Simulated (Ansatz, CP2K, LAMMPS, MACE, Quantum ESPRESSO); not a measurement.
# Glassy 94B2O3-6CaO (mol %) (77 atoms) under volume change, by several methods

Aim: pressure against volume for glassy 94B2O3-6CaO (mol %) (77 atoms), with plane waves as the reference.

Results are calculated, not measured.

## (1) The cell

The cell holds 77 atoms (30 B, 1 Ca and 46 O), with edges of 9.57, 9.57 and 9.57 Å. Recipe: 77 atoms (30 B, 1 Ca, 46 O) placed at random at 1.98 g/cm³, melted at 3000 K for 20 ps at fixed volume with the Buckingham and Coulomb pair potential of Guillot and Sator (Geochim. Cosmochim. Acta 71, 1249 (2007)) with the boron terms of Wang et al. (J. Non-Cryst. Solids 498, 294 (2018)). Quenched from 3000 K to 300 K at 20 K/ps and fixed volume, held 10 ps at zero pressure. Then the atoms were relaxed with MACE MPA-0 medium in the fixed cell. Then the atoms were relaxed with CP2K double zeta, PBE.

Bonds by pair of elements; cutoffs follow the first minimum of g(r), held within bounds set by covalent radii, and pairs that aren't listed don't count as bonded:

```csv
pair A-B,cutoff (Å),bonds,mean length (Å),spread (Å),shortest (Å),B about A,A about B
O-B,1.83,92,1.39,0.046,1.32,2,3.07
O-Ca,2.83,5,2.46,0.223,2.08,0.109,5
```

The cutoff for O-Ca falls short of the minimum of g(r), so counts run low and odd coordinations can be artefacts.

## (2) The reference input

Quantum ESPRESSO 7.5: Kohn-Sham DFT, PBE, SSSP efficiency 1.3.0 pseudopotentials, plane waves. Its input, pw.in, for the unchanged cell:

```
&control
  calculation = 'scf'
  pseudo_dir = './pseudo'
  outdir = './tmp'
  disk_io = 'none'
  tprnfor = .true.
  tstress = .true.
/
&system
  ibrav = 0
  nat = 77
  ntyp = 3
  ecutwfc = 60
  ecutrho = 480
  nosym = .true.
  occupations = 'smearing'
  smearing = 'fd'
  degauss = 0.003675
/
&electrons
  conv_thr = 3.9e-07
  electron_maxstep = 100
  mixing_beta = 0.4
  mixing_mode = 'plain'
  diagonalization = 'david'
/
ATOMIC_SPECIES
B 10.810 B.upf
Ca 40.078 Ca.upf
O 15.999 O.upf
CELL_PARAMETERS angstrom
9.56591 0.00000 0.00000
0.00000 9.56591 0.00000
0.00000 0.00000 9.56591
ATOMIC_POSITIONS crystal
B 0.94063 0.09630 0.19042
B 0.54643 0.89245 0.56814
B 0.61015 0.74278 0.03592
B 0.80974 0.65882 0.37199
[... 71 atom lines left out ...]
O 0.40731 0.99214 0.05687
O 0.40537 0.87438 0.55526
K_POINTS gamma
```

```console
$ OMP_NUM_THREADS=1 mpirun -np 4 pw.x -in pw.in > output.txt
```

Elapsed: 73 s, on 4 MPI ranks of Arm Neoverse V2, shared host; peak memory 2.3 GiB.

It converged with an r.m.s. force component of 0.11 eV/Å and a pressure of -3.4 GPa.

## (3) The levels

Every level solves the same cells as single points. CPU time is summed over a level's finished runs, on a host shared with the other runs, so it is rough; the force column is the median over cells of the r.m.s. difference of force components from the reference.

```
            level                   basis or training data  k-points  runs finished  CPU time  peak memory (GiB)  force difference (meV/Å)
          QE, PBE  plane waves, SSSP efficiency, 60/480 Ry         Γ         5 of 5    24 min                2.5                 reference
MACE MPA-0 medium       trained on PBE(+U) plane-wave data         -         5 of 5      36 s                1.1                        70
```

The reference's own r.m.s. force component runs from 102 to 118 meV/Å over these cells.

## (4) Pressure against volume

The cell is scaled evenly, and at each volume CP2K double zeta, PBE relaxes the atoms again before the single points. The unchanged volume is 11.368 Å³ an atom. Pressures in GPa:

```
            level   -6 %   -3 %      0   +3 %   +6 %
          QE, PBE  -0.89  -1.98  -3.36  -5.03  -6.43
MACE MPA-0 medium   0.12  -0.96  -2.35  -4.06  -5.51
```

Energy less that of the unchanged cell at the same level, in meV an atom:

```
            level   -6 %   -3 %  +3 %   +6 %
          QE, PBE  -0.16  -1.73  5.42  13.69
MACE MPA-0 medium  -1.35  -1.81  5.17  13.31
```

## (5) Moduli

From the three volumes nearest the unchanged one: B from the slope of pressure against ln V and from the curvature of the energy, the pressure that the slope of the energy implies, and the volume change at which the printed pressure crosses zero (a dash if it doesn't within the range).

| level | B from pressures (GPa) | B from energies (GPa) | printed pressure (GPa) | pressure from energies (GPa) | zero pressure at (%) |
| --- | --- | --- | --- | --- | --- |
| QE, PBE | 50.8 | 57.7 | -3.36 | -1.68 | - |
| MACE MPA-0 medium | 51.6 | 52.5 | -2.35 | -1.64 | -5.7 |

As a check by hand on the reference: from -3 to +3 % the pressure falls by 3.05 GPa while ln V grows by 0.0600, a ratio of 50.8 GPa.

Gap between the highest filled and the lowest empty level on the runs' k-points, in eV:

```
  level  -6 %  -3 %     0  +3 %  +6 %
QE, PBE  4.96  4.50  4.46  4.49  4.46
```

## (6) What came out

The plane-wave reference (PBE) gives a bulk modulus of 50.8 GPa from its pressures, at a volume where its pressure is -3.36 GPa, and the pressure stays negative over the whole range. Learned potentials: MACE MPA-0 medium 51.6 GPa (+2 %); its pressure lies +1.01 GPa from the reference's. Moduli from the energies run from 53 to 58 GPa and part from those from pressures by as much as +14 % (QE, PBE); they rest on small differences of energy, and for levels other than CP2K double zeta, PBE they hold the work of leftover forces.

Printed pressure and the slope of the energy part noticeably for QE, PBE; the atoms move along a path that isn't these levels' own, so their forces do work along it, and an error in the stress can't be told from that. The reference's gap changes unevenly as the cell grows, from 4.96 eV at -6 % to 4.46 eV at +6 %.

**Limits.** The atoms follow CP2K double zeta, PBE, not each level's own minimum, so these moduli only approach relaxed ones and hang on that choice. Three points at finite strain give rough moduli, at the given volume rather than at zero pressure. Pressures at a fixed plane-wave cutoff or in a small atom-centred basis hold some basis error. The quench rate of 20 K/ps is many orders above laboratory rates, so the cell is likely richer in defects and strain than a real sample. The reference samples only Γ, in a cell whose shortest periodic width is 10 Å. The reference isn't exact: its cutoffs and mesh weren't converged further here. Where levels are smeared, the DFT runs use Fermi–Dirac occupations at 580 K (0.05 eV), and energies are free energies.

[Logs are printed without paths, hosts, clocks, repeated set-up lines and the standing remarks that a program may print on its own settings, such as how far it seeks lower states.]

[Hosts, paths, dates, database ids (printed as entryN), source tags and the programs' standing remarks are cut or masked in the printed files.]
